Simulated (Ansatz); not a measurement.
# HfCdO3 (model cell, started as cubic perovskite with Hf in the octahedra): phonons and vibrational spectra

Task: relax HfCdO3 (model cell, started as cubic perovskite with Hf in the octahedra), then find its harmonic phonons.

Method: DFT PBEsol, scalar-relativistic, plane waves, PAW; PAW set soft_1, in Ansatz 0.2.0.

This is a report of a sequence of runs, with most program output left out.

The structure was built from a prototype and need not be the compound's stable phase.

### Step 1. The starting structure

Symmetry: Pm-3m, No. 221, cubic system. The conventional cell has a = 4.136 Å, b = 4.136 Å, c = 4.136 Å, α = 90.00°, β = 90.00°, γ = 90.00°. Nearest to Cd lie 12 O at 2.92 Å. Nearest to Hf lie 6 O at 2.07 Å. O has 2 Hf at 2.07 Å nearest. Farther neighbours and most contacts between anions are not listed.

### Step 2. Bringing the structure to rest

The cell and atoms are relaxed, since residual forces and stress would shift the frequencies.

input.yaml reads:

```yaml
crystal:
  lattice:
    - [4.1356, 0.0, 0.0]
    - [0.0, 4.1356, 0.0]
    - [0.0, 0.0, 4.1356]
  atoms:
    - { symbol: Cd, position: [0.0, 0.0, 0.0] }
    - { symbol: Hf, position: [0.5, 0.5, 0.5] }
    - { symbol: O, position: [0.5, 0.5, 0.0] }
    - { symbol: O, position: [0.5, 0.0, 0.5] }
    - { symbol: O, position: [0.0, 0.5, 0.5] }
kpoints:
  mp_grid: { grid: [8, 8, 8] }
hamiltonian:
  xc: pbesol
  pseudopotentials: { kind: paw, azcp: { folder: soft_1 }, xc_functional: pbe }
scf:
  occupations: { method: gaussian, width: 0.1 }
output:
  forces: true
  stress: true
  eigenvalues: true
relax:
  adjacent_minimum: "off"
  f_tol: 0.005
  max_steps: 80
  cell: { stress_tol: 0.05 }
```

The run is started by

```bash
> ansatz run input.yaml --threads 4 --pin off --max-ram 16384MiB --backend cpu --events-out ev --progress --plain --runs-dir out
```

Elapsed: 13 s, on 4 threads of Arm Neoverse V1, shared host; peak memory 0.47 GiB.

Step by step:

```
step  energy less that of the first step (eV)  largest force component (eV/Å)  pressure (GPa)  volume (Å³)
   1                                   0.0000                          0.0000           -7.98        70.73
   2                                  -0.0892                          0.0000            3.18        66.14
   3                                  -0.0973                          0.0000           -0.25        67.39
   4                                  -0.0976                          0.0000           -0.01        67.30
  5*                                  -0.0914                          0.0000           -0.19        67.30
   6                                  -0.0916                          0.0000            0.00        67.22
  7*                                  -0.0915                          0.0000            0.00        67.22
```

Relaxation steps marked * repeat the geometry before them on a plane-wave basis chosen anew for their cell, so energy and pressure can jump there.

Forces are held to the 48 operations that the run works with; a distortion that breaks them can't arise in this run.

```
conventional cell, symmetrised  before  after  change
                         a (Å)   4.136  4.066  -1.7 %
                         b (Å)   4.136  4.066  -1.7 %
                         c (Å)   4.136  4.066  -1.7 %
              volume (Å³/atom)   14.15  13.44  -5.0 %
```

This step gave:

* pressure: -0.001808 GPa
* volume per atom: 13.44 Å³
* gap on the k-mesh: 0 eV

In this step the volume went from 14.15 to 13.44 Å³/atom.

### Step 3. Tight relaxation

Phonons need a cell at rest on their own settings, so the relaxation is repeated with tight tolerances on forces and stress on the k mesh and occupations of the first response run.

input.yaml, the sections that differ from step 2:

```yaml
crystal:
  lattice:
    - [4.0660679502, 0.0, 0.0]
    - [0.0, 4.0660679502, 0.0]
    - [0.0, 0.0, 4.0660679502]
  atoms:
    - { symbol: Cd, position: [0.0, 0.0, 0.0] }
    - { symbol: Hf, position: [0.5, 0.5, 0.5] }
    - { symbol: O, position: [0.5, 0.5, 0.0] }
    - { symbol: O, position: [0.5, 0.0, 0.5] }
    - { symbol: O, position: [0.0, 0.5, 0.5] }
scf:
  occupations: { method: methfessel_paxton, width: 0.2 }
relax:
  adjacent_minimum: "off"
  f_tol: 0.001
  max_steps: 60
  cell: { stress_tol: 0.01 }
# kpoints, hamiltonian, output: as in step 2
```

It took 5.4 s on 4 threads; peak memory 0.45 GiB.

Little changed from the start: no atom moved by 0.005 Å and no cell edge by 0.1 %.

This step gave:

* pressure: 0.003234 GPa

The forces vanish by symmetry and the pressure is 0.003 GPa, within the tolerances set. The cell now holds 13.44 Å³/atom.

### Step 4. Modes at Γ

The zone centre comes first: it holds the modes that light can see, as far as symmetry allows. No field response is asked, since the mesh shows no gap.

input.yaml, the sections that differ from step 3:

```yaml
crystal:
  lattice:
    - [4.0659610577, 0.0, 0.0]
    - [0.0, 4.0659610577, 0.0]
    - [0.0, 0.0, 4.0659610577]
  atoms:
    - { symbol: Cd, position: [0.0, 0.0, 0.0] }
    - { symbol: Hf, position: [0.5, 0.5, 0.5] }
    - { symbol: O, position: [0.5, 0.5, 0.0] }
    - { symbol: O, position: [0.5, 0.0, 0.5] }
    - { symbol: O, position: [0.0, 0.5, 0.5] }
output:
  eigenvalues: true
phonons:
  method: dfpt
# kpoints, hamiltonian, scf: as in step 3
# relax: removed
```

Run time: 48 s. Hardware: 4 threads; peak memory 1.3 GiB.

This step gave:

| Property | Result |
| --- | --- |
| sum-rule residual before enforcement | 7.80e-5 eV/Å² |
| point group | m-3m |
| highest optical mode at the zone centre (no LO-TO term) | 637.0 cm⁻¹ |
| lowest optical zone-centre mode | -240.3 cm⁻¹ |

Patterns of degenerate modes are one choice out of their space. Modes at Γ, with each element's share of the kinetic energy (negative means imaginary):

```
mode  frequency (cm⁻¹)  symmetry  Cd %  Hf %  O %
   1            -240.3       T2u     0     0  100
   2            -240.3       T2u     0     0  100
   3            -240.3       T2u     0     0  100
   4            -156.7       T1u    37     1   62
   5            -156.7       T1u    37     1   62
   6            -156.7       T1u    37     1   62
   7               0.0  acoustic    33    53   14
   8               0.0  acoustic    33    53   14
   9               0.0  acoustic    33    53   14
  10             122.4       T1u    29    43   28
  11             122.4       T1u    29    43   28
  12             122.4       T1u    29    43   28
  13             637.0       T1u     0     3   97
  14             637.0       T1u     0     3   97
  15             637.0       T1u     0     3   97
```

Displacements in mode 2 (-240.3 cm⁻¹), the largest set to 1:
```
Cd1  0.00  0.00  0.00
Hf2  0.00  0.00  0.00
O3  -0.03 -0.03  0.00
O4   0.03  0.00 -1.00
O5   0.00  0.03  1.00
```

Displacements in mode 6 (-156.7 cm⁻¹), the largest set to 1:
```
Cd1  0.01  0.43 -0.07
Hf2  0.00 -0.06  0.01
O3  -0.02 -1.00  0.06
O4  -0.02 -0.36  0.17
O5  -0.01 -1.00  0.17
```

Before it was imposed, the acoustic sum rule was missed by 7.8e-5 eV/Å². Small misses are needed for a sound result but don't prove that mesh and cutoff are converged. The lowest optical mode is imaginary, 240.3i cm⁻¹, so the energy falls along it.

### Step 5. The dispersion

Stability and thermal properties need the whole zone. Linear response on a 4×4×4 q mesh gives force constants as far as a supercell of that size would.

input.yaml: that of step 4 with these lines changed.

```diff
@@ -22 +22,8 @@
   method: dfpt
+  qmesh: [4, 4, 4]
+  temperatures: { t_max: 1000, t_step: 50 }
+  qpath:
+    path:
+      - [[0.0, 0.0, 0.0], [0.0, 0.5, 0.0], [0.5, 0.5, 0.0], [0.0, 0.0, 0.0], [0.5, 0.5, 0.5], [0.0, 0.5, 0.0]]
+      - [[0.5, 0.5, 0.5], [0.5, 0.5, 0.0]]
+    npoints: 10
```

It took 22 min on 4 threads; peak memory 3.3 GiB; 86 min of CPU time.

Numbers from this step:

| Item | Value |
| --- | --- |
| sum-rule residual before enforcement | 7.76e-5 eV/Å² |
| lowest frequency on the path | -316.1 cm⁻¹ |
| highest frequency on the path or at a solved wavevector | 907.4 cm⁻¹ |
| lowest mode on the q mesh (acoustic modes at Γ apart) | -316.1 cm⁻¹ |

Frequencies (cm⁻¹) solved at each irreducible wavevector; negative means imaginary. Frequencies by wavevector, by row:

```
q in reciprocal lattice units  star  mode 1  mode 2  mode 3  mode 4  mode 13  mode 14  mode 15
                        0 0 0     1  -240.3  -240.3  -240.3  -156.7      637      637      637
                     0 0 0.25     6  -226.8  -197.7  -197.7  -129.2    636.2    636.2    750.4
                     0 0 -0.5     3  -211.2  -171.9  -171.9  -103.2    635.1    635.1    816.1
                  0 0.25 0.25    12  -256.4  -144.9  -144.8  -128.3    635.5      672      804
                  0 0.25 -0.5    12  -267.4  -143.7    -127   -87.3    634.5    679.2    845.5
                  0 -0.5 -0.5     3  -316.1  -137.4  -137.4   -55.2    633.7    698.1      874
               0.25 0.25 0.25     8  -264.7  -212.9  -212.9   -95.3    670.4    670.4    838.8
               0.25 0.25 -0.5    12  -276.8  -222.8    -221   -91.2    668.3    681.9    867.2
               0.25 -0.5 -0.5     6  -314.6  -245.3  -245.3   -86.3    671.3    694.2    889.4
               -0.5 -0.5 -0.5     1  -313.1  -313.1  -313.1   -87.3    690.9    690.9    907.4
```

Interpolated from a 4×4×4 q mesh. The phonon branches at the labelled points (cm⁻¹):

```
    point  branch 1  branch 2  branch 3  branch 4  branch 12  branch 13  branch 14  branch 15
        Γ      -240      -240      -240      -157        122        637        637        637
  halfway      -227      -198      -198      -129        239        636        636        750
        X      -211      -172      -172      -103        297        635        635        816
  halfway      -267      -144      -127       -87        311        634        679        846
        M      -316      -137      -137       -55        326        634        698        874
  halfway      -256      -145      -145      -128        286        636        672        804
        Γ      -240      -240      -240      -157        122        637        637        637
  halfway      -265      -213      -213       -95        300        670        670        839
        R      -313      -313      -313       -87        317        691        691        907
  halfway      -277      -223      -221       -91        314        668        682        867
        X      -211      -172      -172      -103        297        635        635        816
jump to R      -313      -313      -313       -87        317        691        691        907
  halfway      -315      -245      -245       -86        322        671        694        889
        M      -316      -137      -137       -55        326        634        698        874
```

Tetrahedra on a 16×16×16 mesh, mean over bins of 10 cm-1. Interpolated from a 4×4×4 q mesh. Table of phonon density of states by wavenumber; read off at these points:

```
wavenumber (cm⁻¹)  phonon density of states (1/cm⁻¹/cell)
             -315                                 0.00385
             -285                                  0.0128
             -245                                  0.0206
             -215                                  0.0121
             -185                                  0.0233
             -155                                  0.0206
             -115                                  0.0178
              -85                                  0.0579
              -55                                 0.00892
              -15                                 0.00502
               15                                 0.00497
               45                                  0.0142
               85                                  0.0282
              115                                  0.0201
              145                                  0.0287
              175                                  0.0308
              195                                  0.0335
              215                                  0.0142
              245                                  0.0191
              275                                  0.0129
              315                                  0.0358
              345                                       0
              375                                       0
              415                                       0
              445                                       0
              475                                       0
              505                                       0
              545                                       0
              575                                       0
              605                                       0
              635                                  0.0390
              645                                  0.0355
              675                                  0.0257
              685                                  0.0325
              705                                  6.7e-4
              745                                 0.00125
              775                                 0.00212
              805                                 0.00442
              835                                 0.00901
              875                                  0.0102
              905                                 0.00123
```

The partial phonon density of states has structure finer than the step of the table below, so its rows give means over 50 cm⁻¹, whole bins alone (the curve runs from -324 to 943 cm⁻¹). Peaks (cm⁻¹: height): Cd -92.9: 0.0394, 50.6: 0.00703; Hf 194.0: 0.0206; O -244.4: 0.0184, -180.6: 0.0219, 313.6: 0.0237, 640.5: 0.0322, 863.7: 0.0107.

Phonopy on the run's constants, 15x15x15 mesh, Gaussian sigma 9.1 cm-1. Interpolated from a 4×4×4 q mesh. The partial phonon density of states by wavenumber; means over each step; values in 1/cm⁻¹/cell:

```
wavenumber (cm⁻¹)       Cd       Hf        O
             -250   5.9e-5   5.4e-5   0.0159
             -200   7.6e-4   2.1e-4   0.0167
             -150  0.00688   2.7e-4   0.0144
             -100   0.0245   3.5e-4  0.00633
              -50  0.00918   4.4e-4  0.00130
                0  0.00275   4.7e-4   4.0e-4
               50  0.00578  0.00630  0.00250
              100  0.00303   0.0143  0.00488
              150  0.00310   0.0152  0.00989
              200  0.00200   0.0156  0.00926
              250  0.00144  0.00395   0.0104
              300   5.0e-4  0.00179   0.0173
              350   3.6e-5   9.2e-5  0.00214
              400        0        0        0
              450        0        0        0
              500        0        0        0
              550        0        0        0
              600        0   3.8e-5  0.00111
              650        0   6.2e-4   0.0260
              700        0   9.1e-5   0.0130
              750        0   3.2e-5  0.00141
              800   4.2e-6   6.0e-5  0.00448
              850   6.9e-6   7.9e-5  0.00959
              900        0   1.7e-5  0.00348
```

Symmetry leaves 10 wavevectors to solve. The lowest mode among them, the acoustic zeros apart, lies at q = (0, -0.5, -0.5) and is imaginary, 316.1i cm⁻¹, so the energy falls along it.

### Step 6. Outcome

| Quantity | Value |
| --- | --- |
| space group after relaxation (within 0.01 Å) | Pm-3m |
| volume per atom | 13.4 Å³ |
| electronic character | no gap on this mesh |
| highest optical mode at the zone centre (no LO-TO term) | 637 cm⁻¹ |
| lowest optical zone-centre mode | -240 cm⁻¹ |
| lowest mode on the q mesh (acoustic modes at Γ apart) | -316 cm⁻¹ |
| highest frequency on the path or at a solved wavevector | 907 cm⁻¹ |
| imaginary modes on the 4×4×4 q mesh | yes |

What this shows: Modes are clearly imaginary (beyond 10i cm⁻¹) at 10 of the 10 irreducible wavevectors, most at q = (0, -0.5, -0.5) (316.1i cm⁻¹), so this structure is not a minimum of the energy. The optical modes at Γ span -240 to 637 cm⁻¹ (negative means imaginary). The highest mode in this list at Γ, 637.0 cm⁻¹, is mostly motion of O (97 % of the kinetic energy). With no gap, or one that is small against the smearing, the frequencies hang on the k mesh and the smearing, most of all near Kohn anomalies. A semilocal functional can close a gap that the real compound would have, so the metallic treatment may be an artefact of the level. Spin-orbit coupling is left out, which can matter for the heavy elements here. The PAW files were made for PBE and serve the other functionals too. The starting cell was built on a prototype and not taken from a measurement, so the phase need not exist. These are harmonic frequencies at zero temperature: anharmonic shifts, linewidths and thermal expansion are left out.

[Logs are printed without paths, hosts, clocks, repeated set-up lines and the standing remarks that a program may print on its own settings, such as how far it seeks lower states.]

[Hosts, paths, dates, database ids (printed as entryN), source tags and the programs' standing remarks are cut or masked in the printed files.]
